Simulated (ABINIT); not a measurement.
# A GW chain in ABINIT: SiO2 (P4_32_12), part 3 of 3

How does a plane-wave GW calculation on SiO2 (P4_32_12) run from the first input to the gap?

ABINIT 10.8.3; LDA and many-body steps on it, plane waves. Known limits of the many-body steps: not at the basis limit; coarse k mesh.

So far. Step 3 (Bands along the symmetry lines): The gap is 5.522 eV, as in the run before at this level. Step 4 (Empty states on the mesh, 2×2×2 mesh, 271 bands): On this mesh the gap is 5.522 eV.

## 5. Screening, 2×2×2 mesh, 247 bands, screening to 106.1 eV

The RPA dielectric matrix is built and inverted for each q.

This step: RPA screening on LDA, plane waves, norm-conserving pseudopotentials.

run.abi reads:

```
acell 3*1.0 Angstrom
rprim 
  4.932900000000 0.000000000000 0.000000000000
  0.000000000000 4.932900000000 0.000000000000
  0.000000000000 0.000000000000 6.464500000000
ntypat 2
znucl 14 8
natom 12
typat 1 1 1 1 2 2 2 2 2 2 2 2
xred 
  0.817705000000 0.817705000000 0.500000000000
  0.682295000000 0.317705000000 0.250000000000
  0.182295000000 0.182295000000 0.000000000000
  0.317705000000 0.682295000000 0.750000000000
  0.268340000000 0.364570000000 0.801930000000
  0.135430000000 0.768340000000 0.551930000000
  0.731660000000 0.635430000000 0.301930000000
  0.864570000000 0.231660000000 0.051930000000
  0.768340000000 0.135430000000 0.448070000000
  0.635430000000 0.731660000000 0.698070000000
  0.231660000000 0.864570000000 0.948070000000
  0.364570000000 0.268340000000 0.198070000000
pp_dirpath "pseudos"
pseudos "Si.upf, O.upf"
ecut 36
ngkpt 2 2 2
nshiftk 1
shiftk 0 0 0
kptopt 1
chksymbreak 0
istwfk *1
occopt 1
irdwfk 1
optdriver 3
nband 247
ecuteps 3.9
inclvkb 2
awtr 1
symchi 1
indata_prefix "in"
outdata_prefix "out"
tmpdata_prefix "tmp"
```

Started as:

```console
$ OMP_NUM_THREADS=1 mpirun -n 4 abinit run.abi > log
```

Numbers of over 12 decimals in the logs are rounded to 6 here.

Log:

```text
.Version 10.8.3 of ABINIT. v10.8.2 released Aug 2026.

 Symmetries : space group P4_3 2_1 2 (# 96); Bravais tP (primitive tetrag.)
[... echo of the input left out ...]
== DATASET  1 ==================================================================
-   mpi_nproc: 4, omp_nthreads: 1 (-1 if OMP is not activated)

--- !DatasetInfo
iteration_state: {dtset: 1, }
dimensions: {natom: 12, nkpt: 6, mband: 247, nsppol: 1, nspinor: 1, nspden: 1, mpw: 10976, }
cutoff_energies: {ecut:  36.0, pawecutdg:  -1.0, }
electrons: {nelect:   6.40000000E+01, charge:   0.00000000E+00, occopt:   1.00000000E+00, tsmear:   1.00000000E-02, }

 SCREENING: Calculation of the susceptibility and dielectric matrices

 Based on a program developped by R.W. Godby, V. Olevano, G. Onida, and L. Reining.
 Incorporated in ABINIT by V. Olevano, G.-M. Rignanese, and M. Torrent.
.Using double precision arithmetic ; gwpc =  8

[... cell and pseudopotentials left out ...]
--------------------------------------------------------------------------------

 ==== K-mesh for the wavefunctions ====
 Number of points in the irreducible wedge :     6
[... list of points left out ...]
 Together with  8 symmetry operations and time-reversal symmetry
 yields     8 points in the full Brillouin Zone.

 ==== Q-mesh for the screening function ====
 Number of points in the irreducible wedge :     6
[... list of points left out ...]
 Together with  8 symmetry operations and time-reversal symmetry
 yields     8 points in the full Brillouin Zone.

 setmesh: FFT mesh size selected  =    40x   40x   48
          total number of points  =        76800

 vcoul_init : cutoff-mode = AUXILIARY_FUNCTION
 q-points for optical limit:   1
     1)      0.000010    0.000020    0.000030

- screening: taking advantage of time-reversal symmetry
- Maximum band index for partially occupied states nbvw = 32
- Remaining bands to be divided among processors   nbcw = 215
- Number of bands treated by each node ~53

 Number of electrons calculated from density =   64.0000; Expected =   64.0000
 average of density, n =  0.060290
 r_s =    1.5821
 omega_plasma =   23.6852 [eV]

 calculating chi0 at frequencies [eV] :
  1    0.000000E+00    0.000000E+00
  2    0.000000E+00    2.368522E+01

--------------------------------------------------------------------------------
  q-point number  1        q = ( 0.000000, 0.000000, 0.000000) [r.l.u.]
--------------------------------------------------------------------------------
[... chi0 elements left out ...]
 For q-point:  0.000010 0.000020 0.000030
  dielectric constant =   2.3500
  dielectric constant without local fields =   2.5676

  Average fulfillment of the sum rule on Im[epsilon] for q-point    1 :     65.79  [%]
[... wings left out ...]
  q-point number  2        q = ( 0.500000, 0.000000, 0.000000) [r.l.u.]
--------------------------------------------------------------------------------
[... chi0 elements left out ...]
  Average fulfillment of the sum rule on Im[epsilon] for q-point    2 :     69.51  [%]

 [... 4 further q-points ...]
```

Wall time 3.4 min (4 MPI ranks of Arm Neoverse V2, shared host); peak memory 3.6 GiB.

This step gave:

```yaml
eps_infinity_with_local_fields_on_this_mesh_along_the_program_s_q_direction: 2.35
the_same_without_local_fields: 2.568
plasma_frequency: 23.69 eV
plane_waves_in_the_screening_matrix: 379
```

Local fields lower ε∞ by 8 %. On a Γ-centred mesh this coarse the value itself is usually too large, while a short band sum pulls it down.

## 6. Self-energy, 2×2×2 mesh, 247 bands, screening to 106.1 eV

The self-energy is evaluated for the states that the input lists, and the levels follow from it, in one-shot runs by the linearised quasiparticle equation.

This step: G0W0 on LDA, plane waves, norm-conserving pseudopotentials.

Edit run.abi of step 5 so:

```diff
@@ -33,8 +33,25 @@
 irdwfk 1
-optdriver 3
+optdriver 4
 nband 247
+gwcalctyp 0
+ecutsigx 36
+symsigma 1
+nkptgw 6
+kptgw 
+  0.0000000000 0.0000000000 0.0000000000
+  0.5000000000 0.0000000000 0.0000000000
+  0.5000000000 0.5000000000 0.0000000000
+  0.0000000000 0.0000000000 0.5000000000
+  0.5000000000 0.0000000000 0.5000000000
+  0.5000000000 0.5000000000 0.5000000000
+bdgw 
+  30 35
+  31 34
+  31 34
+  31 34
+  31 34
+  29 36
 ecuteps 3.9
-inclvkb 2
-awtr 1
-symchi 1
+irdscr 1
+ppmodel 1
 indata_prefix "in"
```

Log:

```text
.Version 10.8.3 of ABINIT. v10.8.2 released Aug 2026.

 Symmetries : space group P4_3 2_1 2 (# 96); Bravais tP (primitive tetrag.)
[... echo of the input left out ...]
== DATASET  1 ==================================================================
-   mpi_nproc: 4, omp_nthreads: 1 (-1 if OMP is not activated)

--- !DatasetInfo
iteration_state: {dtset: 1, }
dimensions: {natom: 12, nkpt: 6, mband: 247, nsppol: 1, nspinor: 1, nspden: 1, mpw: 10976, }
cutoff_energies: {ecut:  36.0, pawecutdg:  -1.0, }
electrons: {nelect:   6.40000000E+01, charge:   0.00000000E+00, occopt:   1.00000000E+00, tsmear:   1.00000000E-02, }

 SIGMA: Calculation of the GW corrections

 Based on a program developped by R.W. Godby, V. Olevano, G. Onida, and L. Reining.
 Incorporated in ABINIT by V. Olevano, G.-M. Rignanese, and M. Torrent.
.Using double precision arithmetic ; gwpc =  8

[... cell and pseudopotentials left out ...]
--------------------------------------------------------------------------------

 ==== K-mesh for the wavefunctions ====
 Number of points in the irreducible wedge :     6
[... list of points left out ...]
 Together with  8 symmetry operations and time-reversal symmetry
 yields     8 points in the full Brillouin Zone.

 ==== Q-mesh for screening function ====
 Number of points in the irreducible wedge :     6
[... list of points left out ...]
 Together with  8 symmetry operations and time-reversal symmetry
 yields     8 points in the full Brillouin Zone.

 vcoul_init : cutoff-mode = AUXILIARY_FUNCTION
 q-points for optical limit:   1
     1)      0.000010    0.000020    0.000030
 setmesh: FFT mesh size selected  =    54x   54x   72
          total number of points  =       209952

 Number of electrons calculated from density =   64.0000; Expected =   64.0000
 average of density, n =  0.060290
 r_s =    1.5821
 omega_plasma =   23.6852 [eV]

 === KS Band Gaps ===
  >>>> For spin  1
   Minimum direct gap =   5.5218 [eV], located at k-point      :   0.0000  0.0000  0.0000
   Fundamental gap    =   5.5218 [eV], Top of valence bands at :   0.0000  0.0000  0.0000
                                       Bottom of conduction at :   0.0000  0.0000  0.0000
 SIGMA fundamental parameters:
 PLASMON POLE MODEL  1
 number of plane-waves for SigmaX                10969
 number of plane-waves for SigmaC and W            379
 number of plane-waves for wavefunctions         10969
 number of bands                                   247
 number of independent spin polarizations            1
 number of spinorial components                      1
 number of k-points in IBZ                           6
 number of q-points in IBZ                           6
 number of symmetry operations                       8
 number of k-points in BZ                            8
 number of q-points in BZ                            8
 number of frequencies for dSigma/dE                 9
 frequency step for dSigma/dE [eV]                0.25
 number of omega for Sigma on real axis              0
 max omega for Sigma on real axis  [eV]           0.00
 zcut for avoiding poles [eV]                     0.10

 EPSILON^-1 parameters (SCR file):
 dimension of the eps^-1 matrix on file            379
 dimension of the eps^-1 matrix used               379
 number of plane-waves for wavefunctions         10969
 number of bands                                   247
 number of q-points in IBZ                           6
 number of frequencies                               2
 number of real frequencies                          1
 number of imag frequencies                          1

 matrix elements of self-energy operator (all in [eV])

 Perturbative Calculation

--- !SelfEnergy_ee
iteration_state: {dtset: 1, }
kpoint     : [   0.000,    0.000,    0.000, ]
spin       : 1
KS_gap     :    5.522
QP_gap     :    8.431
Delta_QP_KS:    2.909
data: !SigmaeeData |
     Band     E0 <VxcDFT>   SigX SigC(E0)      Z dSigC/dE  Sig(E)    E-E0       E
       30  -0.567 -19.643 -25.393   4.063   0.817  -0.225 -21.021  -1.378  -1.945
       31  -0.567 -19.643 -25.393   4.063   0.817  -0.225 -21.021  -1.378  -1.945
       32  -0.096 -19.823 -25.468   4.044   0.817  -0.223 -21.132  -1.309  -1.405
       33   5.425 -11.390  -6.519  -3.032   0.871  -0.149  -9.789   1.600   7.026
       34   8.437 -10.445  -4.877  -3.439   0.867  -0.154  -8.600   1.845  10.281
       35   8.437 -10.445  -4.877  -3.439   0.867  -0.154  -8.600   1.845  10.281

--- !SelfEnergy_ee
iteration_state: {dtset: 1, }
kpoint     : [   0.500,    0.000,    0.000, ]
spin       : 1
KS_gap     :    8.166
QP_gap     :   11.436
Delta_QP_KS:    3.271
data: !SigmaeeData |
     Band     E0 <VxcDFT>   SigX SigC(E0)      Z dSigC/dE  Sig(E)    E-E0       E
       31  -0.639 -19.236 -24.950   4.011   0.817  -0.224 -20.628  -1.392  -2.031
       32  -0.639 -19.236 -24.950   4.011   0.817  -0.224 -20.628  -1.392  -2.031
       33   7.526 -12.470  -7.182  -3.109   0.862  -0.160 -10.591   1.879   9.405
       34   7.526 -12.470  -7.182  -3.109   0.862  -0.160 -10.591   1.879   9.405

--- !SelfEnergy_ee
iteration_state: {dtset: 1, }
kpoint     : [   0.500,    0.500,    0.000, ]
spin       : 1
KS_gap     :    8.862
QP_gap     :   12.234
Delta_QP_KS:    3.372
data: !SigmaeeData |
     Band     E0 <VxcDFT>   SigX SigC(E0)      Z dSigC/dE  Sig(E)    E-E0       E
[...]
--- !SelfEnergy_ee
iteration_state: {dtset: 1, }
kpoint     : [   0.000,    0.000,    0.500, ]
spin       : 1
KS_gap     :    7.335
QP_gap     :   10.527
Delta_QP_KS:    3.192
data: !SigmaeeData |
     Band     E0 <VxcDFT>   SigX SigC(E0)      Z dSigC/dE  Sig(E)    E-E0       E
[...]
--- !SelfEnergy_ee
iteration_state: {dtset: 1, }
kpoint     : [   0.500,    0.000,    0.500, ]
spin       : 1
KS_gap     :    8.198
QP_gap     :   11.526
Delta_QP_KS:    3.329
data: !SigmaeeData |
     Band     E0 <VxcDFT>   SigX SigC(E0)      Z dSigC/dE  Sig(E)    E-E0       E
[...]
--- !SelfEnergy_ee
iteration_state: {dtset: 1, }
kpoint     : [   0.500,    0.500,    0.500, ]
spin       : 1
KS_gap     :    9.331
QP_gap     :   12.728
Delta_QP_KS:    3.396
data: !SigmaeeData |
     Band     E0 <VxcDFT>   SigX SigC(E0)      Z dSigC/dE  Sig(E)    E-E0       E
[...]
32  -0.604 -19.494 -25.204   4.034   0.817  -0.224 -20.863  -1.368  -1.972
       33   8.727 -12.469  -6.836  -3.270   0.858  -0.165 -10.441   2.028  10.755
       34   8.727 -12.469  -6.836  -3.270   0.858  -0.165 -10.441   2.028  10.755
       35   8.727 -12.469  -6.836  -3.270   0.858  -0.165 -10.441   2.028  10.755
       36   8.727 -12.469  -6.836  -3.270   0.858  -0.165 -10.441   2.028  10.755

 New Fermi energy :        1.164145E-01 Ha ,    3.167800E+00 eV

 === QP Band Gaps ===
  >>>> For spin  1
   Minimum direct gap =   8.4310 [eV], located at k-point      :   0.0000  0.0000  0.0000
   Fundamental gap    =   8.4310 [eV], Top of valence bands at :   0.0000  0.0000  0.0000
                                       Bottom of conduction at :   0.0000  0.0000  0.0000

== END DATASET(S) ==============================================================
================================================================================

 -outvars: echo values of variables after computation  --------
           etotal      0.0000000000E+00
            nband         247
             nkpt           6
          spgroup          96
 [... the other variables as echoed above ...]

 Calculation completed.
```

It took 77 s on 4 MPI ranks; peak memory 2.7 GiB; 5.2 min of CPU time.

This step gave:

```yaml
g0w0_gap_on_the_mesh: 8.431 eV
starting_gap_on_the_mesh: 5.522 eV
k_of_the_valence_top: 0, 0, 0
k_of_the_conduction_bottom: 0, 0, 0
z_at_the_valence_top: 0.817
z_at_the_conduction_bottom: 0.871
least_direct_g0w0_gap_on_the_computed_points: 8.431 eV
```

The gap on the mesh goes from 5.52 eV to 8.43 eV, a correction of +2.91 eV.

Limits: finite bands, cutoff and mesh; coarse k mesh. v1 is the top filled band, c1 the lowest empty one. Levels before and after the correction, in eV, zero at the valence-band top of each column:

|  | conduction bottom | valence top |
| --- | --- | --- |
| Kohn-Sham | 5.52 | 0.00 |
| G0W0 | 8.43 | 0.00 |

|  | level | energy (eV) |
| --- | --- | --- |
| Kohn-Sham | Γ v3-v2 | -0.470 |
| Kohn-Sham | Γ v1 | 0.000 |
| Kohn-Sham | Γ c1 | 5.522 |
| Kohn-Sham | Γ c2-c3 | 8.533 |
| G0W0 | Γ v3-v2 | -0.540 |
| G0W0 | Γ v1 | 0.000 |
| G0W0 | Γ c1 | 8.431 |
| G0W0 | Γ c2-c3 | 11.686 |

## 7. Where the time went

Times are wall times on 4 MPI ranks of Arm Neoverse V2, shared host, good to a factor of about two.

| step | time | share | memory (GiB) |
| --- | --- | --- | --- |
| ground state | 87 s | 12 % | 0.55 |
| bands along the symmetry lines | 96 s | 13 % | 0.65 |
| empty states on the mesh | 4.2 min | 35 % | 0.63 |
| screening | 3.4 min | 28 % | 3.6 |
| self-energy | 77 s | 11 % | 2.7 |

## 8. Results

```
LDA gap              : 5.52 eV, direct
G0W0 gap on the mesh : 8.43 eV
GW settings          : 2×2×2 mesh, 247 bands, screening to 106.1 eV, Godby-Needs plasmon pole
known limits         : not at the basis limit; coarse k mesh
```

In words: G0W0 moves the gap on the mesh from 5.52 eV to 8.43 eV (+2.91 eV), with Z of 0.82 and 0.87 at the edges. Local fields lower the RPA ε∞ on this mesh from 2.57 to 2.35; a Γ-centred mesh this coarse tends to raise both, most where the direct gap is narrow, while a short band sum lowers them. Bands and cutoff are finite, so the gap is not at the basis limit. The miss can reach some tenths of an eV and take either sign; the mesh is an error of its own. The 2×2×2 mesh is coarse for this cell, which bears on the long-range parts of exchange and screening.

[Paths, hosts, dates, memory and timing lines, banners, echoed tables and standing remarks are left out of the program output.]

[Logs are printed without paths, hosts, clocks, repeated set-up lines and the standing remarks that a program may print on its own settings, such as how far it seeks lower states.]

[Runs of the session that timed out or met a known fault of the program may be left out.]

[Hosts, paths, dates, database ids (printed as entryN), source tags and the programs' standing remarks are cut or masked in the printed files.]

[G0W0 gaps are taken among the corrected bands and points alone; a level outside them can change the order at an edge.]

[Where Ansatz stands beside ABINIT at settings called matched, ABINIT's density can come from a denser mesh and the files from another edition; pairs whose starting gaps differed by over 0.03 eV were left out, so agreement reads better than it is.]
